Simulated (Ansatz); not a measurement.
# Ti2CO2 monolayer: phonons and vibrational spectra

Aim: the vibrations of Ti2CO2 monolayer, their spectra, and whether the structure is stable.

Method: DFT PBE, scalar-relativistic, plane waves, PAW; PAW set soft_1, in Ansatz 0.2.0.

**1. Starting point**

The cell holds 5 atoms: 1 C, 2 Ti and 2 O. Its edges and angles: a = 3.040 Å, b = 3.040 Å, c = 20.000 Å, α = 90.0°, β = 90.0°, γ = 120.0°. Vacuum lies along c.

**2. Coarse relaxation**

The start is far from rest, so a relaxation with loose tolerances brings it close first.

The program solves this slab on a cell height of its own, 32.6 Å, in place of the one typed.

input.yaml

```yaml
crystal:
  lattice:
    - [3.04, 0.0, 0.0]
    - [-1.52, 2.63272, 0.0]
    - [0.0, 0.0, 20.0]
  atoms:
    - { symbol: C, position: [0.0, 0.0, 0.5] }
    - { symbol: Ti, position: [0.333333, 0.666667, 0.56] }
    - { symbol: Ti, position: [0.666667, 0.333333, 0.44] }
    - { symbol: O, position: [0.666667, 0.333333, 0.61] }
    - { symbol: O, position: [0.333333, 0.666667, 0.39] }
  periodic: [true, true, false]
kpoints:
  mp_grid: { grid: [9, 9, 1] }
hamiltonian:
  xc: pbe
  pseudopotentials: { kind: paw, azcp: { folder: soft_1 } }
scf:
  occupations: { method: gaussian, width: 0.1 }
output:
  forces: true
  stress: true
  eigenvalues: true
relax:
  adjacent_minimum: "off"
  f_tol: 0.05
  max_steps: 80
  cell: { stress_2d_tol: 0.02 }
```

Started as:

```
> ansatz run input.yaml --threads 4 --pin off --max-ram 16384MiB --backend cpu --events-out ev --progress --plain --runs-dir out
```

Numbers of over 12 decimals in the logs are rounded to 6 here.

The log of the run:

```text
[...]
cell:  # Å, volume = 259.0886 Å³
    - [3.029354, 0.0, 0]
    - [-1.514677, 2.623498, 0]
    - [0, 0, 32.6]
  atoms:
    - { symbol: C, position: [0, 0, 0.306748] }
    - { symbol: Ti, position: [0.333333, 0.666667, 0.346827] }
    - { symbol: Ti, position: [0.666667, 0.333333, 0.266670] }
    - { symbol: O, position: [0.666667, 0.333333, 0.374641] }
    - { symbol: O, position: [0.333333, 0.666667, 0.238856] }
[key lines of the parts left out:]
SCF converged after 7 iterations
Free energy (F): -6390.426654 eV
Fermi energy:    -5.634107 eV
P = ½ c Tr σ = -0.0002 N/m
```

It took 18 s on 4 threads of Arm Neoverse V1, shared host; peak memory 0.63 GiB.

This run has no spin polarisation, although Ti can carry a moment.

Relaxation path:

```tsv
step	energy less that of the first step (eV)	largest force component (eV/Å)	volume (Å³)
1	0.0000	3.2391	260.91
2	-0.2549	0.7222	253.99
3	-0.3252	0.0963	260.00
4	-0.3266	0.0196	259.48
5	-0.3268	0.0006	259.14
6*	-0.3260	0.0009	259.14
7	-0.3260	0.0001	259.09
8*	-0.3260	0.0001	259.09
```

Relaxation steps marked * repeat the geometry before them on a plane-wave basis chosen anew for their cell, so energy and pressure can jump there.

Forces are held to the 12 operations that the run works with; a distortion that breaks them can't arise in this run.

```tsv
cell as run	before	after	change
a (Å)	3.040	3.029	-0.4 %
b (Å)	3.040	3.029	-0.4 %
```

The atoms that moved most (Å, along periodic axes as changes of fractional coordinates times the final cell, across vacuum about the mean position):

```tsv
atom	dx	dy	dz	length
Ti2	0.000	0.000	0.107	0.107
Ti3	0.000	0.000	-0.107	0.107
O5	0.000	0.000	-0.013	0.013
O4	0.000	0.000	0.013	0.013
```

The relaxed structure:

```xyz
5
Lattice="3.0294 0.0000 0.0000 -1.5147 2.6235 0.0000 0.0000 0.0000 32.6000" Properties=species:S:1:pos:R:3
C     0.0000    0.0000   10.0000
Ti    0.0000    1.7490   11.3066
Ti    1.5147    0.8745    8.6934
O     1.5147    0.8745   12.2133
O     0.0000    1.7490    7.7867
```

Numbers from this step:

| Property | Result |
| --- | --- |
| gap on the k-mesh | 0.3453 eV |
| direct gap on mesh | 0.6335 eV |
| area per atom | 1.59 Å² |

The relaxation ends with a largest force component of 8.2e-5 eV/Å.

**3. Relaxation**

The cell and atoms are relaxed, since residual forces and stress would shift the frequencies.

input.yaml

```yaml
crystal:
  lattice:
    - [3.0293539767, 0.0, 0.0]
    - [-1.5146769883, 2.6234975009, 0.0]
    - [0.0, 0.0, 32.6]
  atoms:
    - { symbol: C, position: [0.0, 0.0, 0.3067484663] }
    - { symbol: Ti, position: [0.3333333333, 0.6666666667, 0.3468271589] }
    - { symbol: Ti, position: [0.6666666667, 0.3333333333, 0.2666697736] }
    - { symbol: O, position: [0.6666666667, 0.3333333333, 0.3746411] }
    - { symbol: O, position: [0.3333333333, 0.6666666667, 0.2388558325] }
  periodic: [true, true, false]
kpoints:
  mp_grid: { grid: [15, 15, 1] }
hamiltonian:
  xc: pbe
  pseudopotentials: { kind: paw, azcp: { folder: soft_1 } }
scf:
  occupations: { method: gaussian, width: 0.02 }
output:
  forces: true
  stress: true
  eigenvalues: true
  write_density: true
  write_potential: true
  elf: true
  volumetric_format: npy
relax:
  adjacent_minimum: "off"
  f_tol: 0.005
  max_steps: 80
  cell: { stress_2d_tol: 0.02 }
```

The log of the run:

```text
[...]
Crystal: 5 atoms, lattice volume = 259.089 Å³
Basis set: ecut = 420 eV, 4993 PW (Γ), exchange–correlation on 48×48×450 points (8 copies of the dense FFT grid, shifted against one another)
Bands: 25, of which v1, the nominal top of the filled ones, is band 20 counted from 1 (19 counted from 0)
Symmetry: 12 space group operations
[...]
k-points: 27 of 225
[...]
SCF iter   1: F=—  HF=-6397.697824 eV  |F-HF|=—  |Δ(HF+E_count)|=         —  Δρ=1.01e-1  dr2=3.13e1  ethr=3.10e-3  ⟨swp⟩=11.3  Hψ=4859  notcnv=0
[...]
SCF iter  13: F=-6390.430061 eV  HF=-6390.430061 eV  |F-HF|=1.39e-10  |Δ(HF+E_count)|=  7.31e-10  Δρ=1.53e-7  dr2=3.13e-11  ethr=4.63e-12  ⟨swp⟩=8.9  Hψ=4841  notcnv=0
SCF 1 converged in 13 iterations: F = -6390.430061 eV  dr2 = 3.13e-11
[...]
relax step   1: F+E_penalty+E_count = -6390.43006059 eV  Δ(F+E_penalty+E_count) = +0.000e0 eV  max|allowed force component| = 9.130e-3 eV/Å  Δτ_max = 0.0000 Å  P = -0.028 N/m  Ω = 259.089 Å³  fix = [c, alpha, beta]  reactions: c -0.000 N/m  (13 SCF iters, dr2 threshold 1.00e-7 eV, accepted)
Crystal: 5 atoms, lattice volume = 259.022 Å³
[...]
SCF iter   6: F=-6390.430092 eV  HF=-6390.430092 eV  |F-HF|=1.31e-10  |Δ(HF+E_count)|=   2.56e-9  Δρ=8.25e-7  dr2=1.62e-9  ethr=1.30e-11  ⟨swp⟩=14.3  Hψ=6322  notcnv=0
SCF 2 converged in 6 iterations: F = -6390.430092 eV  dr2 = 1.62e-9
relax step   2: F+E_penalty+E_count = -6390.43009189 eV  Δ(F+E_penalty+E_count) = -3.130e-5 eV  max|allowed force component| = 3.606e-3 eV/Å  Δτ_max = 0.0009 Å  P = +0.005 N/m  Ω = 259.022 Å³  energy of the carried Pulay correction = +3.010e-5 eV  fix = [c, alpha, beta]  reactions: c +0.000 N/m  (6 SCF iters, dr2 threshold 5.21e-9 eV, accepted)
[...]
SCF iter   7: F=-6390.430074 eV  HF=-6390.430074 eV  |F-HF|=2.27e-11  |Δ(HF+E_count)|=  1.18e-11  Δρ=3.18e-8  dr2=1.88e-12  ethr=1.00e-12  ⟨swp⟩=7.6  Hψ=3233  notcnv=0
SCF 3 converged in 7 iterations: F = -6390.430074 eV  dr2 = 1.88e-12
relax step   3: F+E_penalty+E_count = -6390.43007427 eV  Δ(F+E_penalty+E_count) = +1.762e-5 eV  max|allowed force component| = 3.601e-3 eV/Å  Δτ_max = 0.0000 Å  P = +0.004 N/m  Ω = 259.022 Å³  fix = [c, alpha, beta]  reactions: c +0.000 N/m  stress off target by 4.32e-3 N/m on what of the cell is left free  SCF on the basis re-selected at this cell (its energy is not comparable with the rows above)  (7 SCF iters)
[...]
WARN: The output density's exchange-correlation potential varies sharply where the density is thin. Do not read a vacuum level from v_tot or v_xc, or from such a field of the output density. On a cell that repeats whose density bears no net charge and no dipole along the vacuum's axis use v_es (v_loc + v_h of the components); under efield.dipole_correction with no amplitude use v_es + v_field, which holds any externa [...]
SCF converged after 7 iterations
Free energy (F): -6390.430074 eV
[...]
Internal energy: -6390.430074 eV  (E = F + TS)
E sigma→0 (E₀):  -6390.430074 eV
Fermi energy:    -5.624871 eV
[...]
--- Forces (eV/Å), atoms counted from 1 ---
  atom   1  C      0.00000000     0.00000000     0.00000000
  atom   2  Ti    -0.00000000     0.00000000    -0.00232797
  atom   3  Ti     0.00000000    -0.00000000     0.00232797
  atom   4  O     -0.00000000     0.00000000    -0.00360075
  atom   5  O      0.00000000    -0.00000000     0.00360075
  max |Σ_I F_I| component: 2.31e-17 eV/Å
--- 2D stress c σ (N/m, compression-positive) ---
        0.004319       0.000000       0.000000
        0.000000       0.004319      -0.000000
        0.000000      -0.000000       0.000000
  P = ½ c Tr σ = 0.0043 N/m
--- Band table (eV; the first three rows and the last of 27) ---
  k-point 0: bands = [... 16 lower, -10.2681, -6.9118, -5.7920, -5.7920, -5.1562, -5.1562, -4.3480, -4.3480, ... 1 higher]
  k-point 1: bands = [... 16 lower, -10.1502, -6.8291, -6.3284, -6.1384, -4.9645, -4.8108, -4.4619, -4.3321, ... 1 higher]
  k-point 2: bands = [... 16 lower, -9.9121, -7.2299, -6.7319, -6.6171, -5.0445, -4.5044, -4.2804, -4.1036, ... 1 higher]
  k-point 26: bands = [... 16 lower, -9.8836, -8.9227, -8.6162, -8.6162, -4.6543, -4.2331, -4.2331, -3.4331, ... 1 higher]
--- Relaxed structure (2 steps of the walk, 2 accepted, 1 SCFs on fresh bases) ---
[...]
cell:  # Å, volume = 259.0221 Å³
    - [3.028965, -2.8863898319679647e-11, 0]
    - [-1.514483, 2.623161, 0]
    - [0, 0, 32.6]
  atoms:
    - { symbol: C, position: [0, 0, 0.30674846626] }
    - { symbol: Ti, position: [0.333333, 0.666667, 0.346849] }
    - { symbol: Ti, position: [0.666667, 0.333333, 0.266648] }
    - { symbol: O, position: [0.666667, 0.333333, 0.374668] }
    - { symbol: O, position: [0.333333, 0.666667, 0.238829] }
```

Run time: 15 s. Hardware: 4 threads; peak memory 0.68 GiB; 59 s of CPU time.

Little changed from the start: no atom moved by 0.005 Å and no cell edge by 0.1 %.

This step gave:

```yaml
gap_on_the_k_mesh: 0.3355 eV
direct_gap_on_mesh: 0.6358 eV
area_per_atom: 1.589 Å²
```

ELF in the ac plane at fractional y = 0.333, with atoms of Ti and O within 0.2 Å of it. It is the smooth field of the valence electrons, not physical close to the nuclei.

Values, 24 rows by 16 columns, each cell a mean:
```
0.00 0.00 0.00 0.00 0.00 0.00 0.00 0.00 0.00 0.00 0.00 0.00 0.00 0.00 0.00 0.00
0.00 0.00 0.00 0.00 0.00 0.00 0.00 0.00 0.00 0.00 0.00 0.00 0.00 0.00 0.00 0.00
0.00 0.00 0.00 0.00 0.00 0.00 0.00 0.00 0.00 0.00 0.00 0.00 0.00 0.00 0.00 0.00
0.00 0.00 0.00 0.00 0.00 0.00 0.00 0.00 0.00 0.00 0.00 0.00 0.00 0.00 0.00 0.00
0.00 0.00 0.00 0.00 0.00 0.00 0.00 0.00 0.00 0.00 0.00 0.00 0.00 0.00 0.00 0.00
0.00 0.00 0.00 0.00 0.00 0.00 0.00 0.00 0.00 0.00 0.00 0.00 0.00 0.00 0.00 0.00
0.00 0.00 0.00 0.00 0.00 0.00 0.00 0.00 0.00 0.00 0.00 0.00 0.00 0.00 0.00 0.00
0.00 0.00 0.00 0.00 0.00 0.00 0.00 0.00 0.00 0.00 0.00 0.00 0.00 0.00 0.00 0.00
0.00 0.00 0.00 0.00 0.00 0.00 0.00 0.00 0.00 0.00 0.00 0.00 0.00 0.00 0.00 0.00
0.00 0.00 0.00 0.00 0.00 0.00 0.00 0.00 0.00 0.00 0.00 0.00 0.00 0.00 0.00 0.00
0.00 0.00 0.00 0.00 0.00 0.00 0.00 0.00 0.00 0.00 0.00 0.00 0.00 0.00 0.00 0.00
0.00 0.00 0.00 0.00 0.00 0.00 0.00 0.00 0.00 0.00 0.00 0.00 0.00 0.00 0.00 0.00
0.00 0.00 0.00 0.00 0.00 0.00 0.00 0.00 0.00 0.00 0.00 0.00 0.00 0.00 0.00 0.00
0.02 0.01 0.00 0.00 0.00 0.01 0.03 0.06 0.09 0.11 0.12 0.12 0.12 0.10 0.07 0.04
0.37 0.14 0.04 0.03 0.09 0.29 0.52 0.66 0.72 0.72 0.67 0.65 0.70 0.73 0.69 0.58
0.15 0.13 0.16 0.17 0.15 0.15 0.23 0.37 0.48 0.52 0.50 0.50 0.52 0.50 0.41 0.27
0.52 0.59 0.62 0.62 0.60 0.55 0.44 0.31 0.21 0.15 0.13 0.13 0.15 0.19 0.29 0.41
0.14 0.25 0.35 0.37 0.29 0.17 0.16 0.39 0.62 0.69 0.67 0.67 0.70 0.66 0.48 0.21
0.40 0.53 0.58 0.58 0.54 0.44 0.29 0.15 0.10 0.10 0.11 0.12 0.10 0.09 0.11 0.22
0.03 0.05 0.06 0.06 0.05 0.04 0.03 0.02 0.01 0.00 0.00 0.00 0.00 0.01 0.01 0.02
0.00 0.00 0.00 0.00 0.00 0.00 0.00 0.00 0.00 0.00 0.00 0.00 0.00 0.00 0.00 0.00
0.00 0.00 0.00 0.00 0.00 0.00 0.00 0.00 0.00 0.00 0.00 0.00 0.00 0.00 0.00 0.00
0.00 0.00 0.00 0.00 0.00 0.00 0.00 0.00 0.00 0.00 0.00 0.00 0.00 0.00 0.00 0.00
0.00 0.00 0.00 0.00 0.00 0.00 0.00 0.00 0.00 0.00 0.00 0.00 0.00 0.00 0.00 0.00
```
Columns run along a (3.0 Å), rows up along c (32.6 Å). Atoms in or near the plane, at fractional coordinates: Ti at (0.67, 0.27), O at (0.67, 0.37).

Electrostatic potential energy in the ac plane at fractional y = 0.333, with atoms of Ti and O within 0.2 Å of it. With pseudopotentials it is smooth inside the atoms' cores, unlike the true potential.

Ten even steps from '0' (-32 eV) to '9' (0 eV), each cell a mean:
```
9999999999999999
9999999999999999
9999999999999999
9999999999999999
9999999999999999
9999999999999999
9999999999999999
9999999999999999
9999999999999999
9999999999999999
9999999999999999
9999999999999999
9999999999999999
9999999999999999
9999999854444579
5433456654444566
7777777777666777
5778763000000002
8998888876666778
9999999999999999
9999999999999999
9999999999999999
9999999999999999
9999999999999999
```
Columns run along a (3.0 Å; values clipped at the 3rd and 97th percentile), rows up along c (32.6 Å). Atoms in or near the plane, at fractional coordinates: Ti at (0.67, 0.27), O at (0.67, 0.37).

Valence density in the ac plane at fractional y = 0.333, with atoms of Ti and O within 0.2 Å of it. It is the smooth field of the valence electrons, not physical close to the nuclei.

Values in units of 1e0 e/Å³, 24 rows by 16 columns, each cell a mean:
```
0.0 0.0 0.0 0.0 0.0 0.0 0.0 0.0 0.0 0.0 0.0 0.0 0.0 0.0 0.0 0.0
0.0 0.0 0.0 0.0 0.0 0.0 0.0 0.0 0.0 0.0 0.0 0.0 0.0 0.0 0.0 0.0
0.0 0.0 0.0 0.0 0.0 0.0 0.0 0.0 0.0 0.0 0.0 0.0 0.0 0.0 0.0 0.0
0.0 0.0 0.0 0.0 0.0 0.0 0.0 0.0 0.0 0.0 0.0 0.0 0.0 0.0 0.0 0.0
0.0 0.0 0.0 0.0 0.0 0.0 0.0 0.0 0.0 0.0 0.0 0.0 0.0 0.0 0.0 0.0
0.0 0.0 0.0 0.0 0.0 0.0 0.0 0.0 0.0 0.0 0.0 0.0 0.0 0.0 0.0 0.0
0.0 0.0 0.0 0.0 0.0 0.0 0.0 0.0 0.0 0.0 0.0 0.0 0.0 0.0 0.0 0.0
0.0 0.0 0.0 0.0 0.0 0.0 0.0 0.0 0.0 0.0 0.0 0.0 0.0 0.0 0.0 0.0
0.0 0.0 0.0 0.0 0.0 0.0 0.0 0.0 0.0 0.0 0.0 0.0 0.0 0.0 0.0 0.0
0.0 0.0 0.0 0.0 0.0 0.0 0.0 0.0 0.0 0.0 0.0 0.0 0.0 0.0 0.0 0.0
0.0 0.0 0.0 0.0 0.0 0.0 0.0 0.0 0.0 0.0 0.0 0.0 0.0 0.0 0.0 0.0
0.0 0.0 0.0 0.0 0.0 0.0 0.0 0.0 0.0 0.0 0.0 0.0 0.0 0.0 0.0 0.0
0.0 0.0 0.0 0.0 0.0 0.0 0.0 0.0 0.0 0.0 0.0 0.0 0.0 0.0 0.0 0.0
0.0 0.0 0.0 0.0 0.0 0.0 0.0 0.0 0.0 0.0 0.0 0.0 0.0 0.0 0.0 0.0
0.2 0.1 0.1 0.1 0.1 0.1 0.3 0.5 1.2 2.2 3.1 3.2 2.5 1.4 0.7 0.3
0.4 0.4 0.5 0.5 0.4 0.4 0.4 0.5 0.9 1.5 2.1 2.2 1.7 1.1 0.6 0.4
0.4 0.5 0.5 0.5 0.5 0.4 0.3 0.3 0.3 0.3 0.3 0.3 0.3 0.3 0.3 0.3
0.3 0.3 0.3 0.3 0.3 0.3 0.5 1.2 3.1 5.6 7.4 7.7 6.3 3.9 1.7 0.6
0.2 0.3 0.3 0.3 0.3 0.2 0.2 0.2 0.2 0.2 0.3 0.3 0.3 0.2 0.2 0.2
0.0 0.0 0.0 0.0 0.0 0.0 0.0 0.0 0.0 0.0 0.0 0.0 0.0 0.0 0.0 0.0
0.0 0.0 0.0 0.0 0.0 0.0 0.0 0.0 0.0 0.0 0.0 0.0 0.0 0.0 0.0 0.0
0.0 0.0 0.0 0.0 0.0 0.0 0.0 0.0 0.0 0.0 0.0 0.0 0.0 0.0 0.0 0.0
0.0 0.0 0.0 0.0 0.0 0.0 0.0 0.0 0.0 0.0 0.0 0.0 0.0 0.0 0.0 0.0
0.0 0.0 0.0 0.0 0.0 0.0 0.0 0.0 0.0 0.0 0.0 0.0 0.0 0.0 0.0 0.0
```
Columns run along a (3.0 Å), rows up along c (32.6 Å). Atoms in or near the plane, at fractional coordinates: Ti at (0.67, 0.27), O at (0.67, 0.37).

**4. Tight relaxation**

Phonons need a cell at rest on their own settings, so the relaxation is repeated with tight tolerances on forces and stress on the k mesh and occupations of the first response run.

input.yaml

```yaml
crystal:
  lattice:
    - [3.0289651533, 0.0, 0.0]
    - [-1.5144825766, 2.62316077, 0.0]
    - [0.0, 0.0, 32.6]
  atoms:
    - { symbol: C, position: [0.0, 0.0, 0.3067484663] }
    - { symbol: Ti, position: [0.3333333333, 0.6666666667, 0.3468488559] }
    - { symbol: Ti, position: [0.6666666667, 0.3333333333, 0.2666480766] }
    - { symbol: O, position: [0.6666666667, 0.3333333333, 0.3746676421] }
    - { symbol: O, position: [0.3333333333, 0.6666666667, 0.2388292904] }
  periodic: [true, true, false]
kpoints:
  mp_grid: { grid: [18, 18, 1] }
hamiltonian:
  xc: pbe
  pseudopotentials: { kind: paw, azcp: { folder: soft_1 } }
scf:
  occupations: { method: fixed }
output:
  forces: true
  stress: true
  eigenvalues: true
relax:
  adjacent_minimum: "off"
  f_tol: 0.001
  max_steps: 60
  cell: { stress_2d_tol: 0.002 }
```

The log of the run:

```text
[...]
Crystal: 5 atoms, lattice volume = 259.022 Å³
Basis set: ecut = 420 eV, 4993 PW (Γ), exchange–correlation on 48×48×450 points (8 copies of the dense FFT grid, shifted against one another)
Bands: 25, of which v1, the nominal top of the filled ones, is band 20 counted from 1 (19 counted from 0)
Symmetry: 12 space group operations
[...]
k-points: 37 of 324
[...]
cell:  # Å, volume = 259.0490 Å³
    - [3.029122, -2.8869084006544395e-11, 0]
    - [-1.514561, 2.623297, 0]
    - [0, 0, 32.6]
  atoms:
    - { symbol: C, position: [0, 0, 0.30674846626] }
    - { symbol: Ti, position: [0.333333, 0.666667, 0.346841] }
    - { symbol: Ti, position: [0.666667, 0.333333, 0.266656] }
    - { symbol: O, position: [0.666667, 0.333333, 0.374651] }
    - { symbol: O, position: [0.333333, 0.666667, 0.238846] }
[key lines of the parts left out:]
SCF converged after 7 iterations
Free energy (F): -6390.430158 eV
Fermi energy:    -5.791779 eV
P = ½ c Tr σ = -0.0006 N/m
```

The job ended after 27 s (4 threads; peak memory 0.71 GiB).

Little changed from the start: no atom moved by 0.005 Å and no cell edge by 0.1 %.

This step gave:

```
gap on the k-mesh  : 0.3319 eV
direct gap on mesh : 0.6363 eV
```

The largest force component left is 0.25 meV/Å, within the tolerances set.

(Continued in part 2 of 3.)

[Logs are printed without paths, hosts, clocks, repeated set-up lines and the standing remarks that a program may print on its own settings, such as how far it seeks lower states.]

[Hosts, paths, dates, database ids (printed as entryN), source tags and the programs' standing remarks are cut or masked in the printed files.]
